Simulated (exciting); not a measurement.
Consider GaN, space group P6_3mc.

```xyz
4
Lattice="3.1800 0.0000 0.0000 -1.5900 2.7540 0.0000 0.0000 0.0000 5.1660" Properties=species:S:1:pos:R:3 pbc="T T T"
Ga    1.5900    0.9180    2.5830
Ga    0.0000    1.8360    0.0000
N     1.5900    0.9180    4.5203
N     0.0000    1.8360    1.9373
```

Absorber: atom 3, with 4 Ga at 1.94 Å (tetrahedral, site symmetry 3m). Method: exciting, all-electron LAPW+lo, PBE, exchange and screened direct term (singlet BSE), 5×5×3 shifted k points, 18 conduction bands, |G+q| up to 3 bohr⁻¹, full RPA screening with nempty = 40, Lorentzian half width 0.45 eV.

The database entry behind the starting cell differs from later determinations by our own check (about 0.3 % short, ideal inner coordinate), so it need not match the best structure at ambient conditions.

**Question.** What does the N K spectrum look like, and is there a bound core exciton?

Bound core exciton? Undecided on this mesh: the first bright state (over 5 % of the brightest) lies at 0.51 eV from the Kohn–Sham onset and at -0.41 eV from the lowest bare transition of its own mesh; weaker or dark states reach down to 0.26 eV. Maxima (height): 2.1 eV (1.00), 4.0 eV (0.88), 6.6 eV (0.39), 8.8 eV (0.22) and 10.7 eV (0.20).

Energy from the Kohn–Sham onset, core level to the lowest empty state found on the meshes used; Im ε in relative units:

```
E (eV)  Im ε
  -2.5  0.02
  -2.0  0.03
  -1.5  0.04
  -1.0  0.05
  -0.5  0.07
   0.0  0.12
   0.5  0.23
   1.0  0.42
   1.5  0.72
   2.0  0.99
   2.5  0.92
   3.0  0.78
   3.5  0.76
   4.0  0.87
   4.5  0.70
   5.0  0.57
   5.5  0.42
   6.0  0.32
   6.5  0.38
   7.0  0.36
   7.5  0.26
   8.0  0.20
   8.5  0.21
   9.0  0.22
   9.5  0.21
  10.0  0.18
  10.5  0.19
  11.0  0.19
  11.5  0.15
  12.0  0.12
  12.5  0.13
  13.0  0.10
  13.5  0.07
  14.0  0.06
  14.5  0.07
  15.0  0.09
  15.5  0.11
  16.0  0.12
  16.5  0.11
  17.0  0.10
  17.5  0.09
  18.0  0.09
```

With 75 k points the binding energies are rough, and fine structure above the first lines is partly noise of the mesh. The kernel cutoff is low for a compact core orbital, so the effect of exchange is a lower bound. The zero comes from the unshifted 6×6×3 ground-state mesh; it is exact only where the band minimum lies on that mesh. The structure is a published determination, not relaxed.

[Banner, clock and machine lines of the logs are left out without a mark of their own.]

[Logs are printed without paths, hosts, clocks, repeated set-up lines and the standing remarks that a program may print on its own settings, such as how far it seeks lower states.]

[Hosts, paths, dates, database ids (printed as entryN), source tags and the programs' standing remarks are cut or masked in the printed files.]
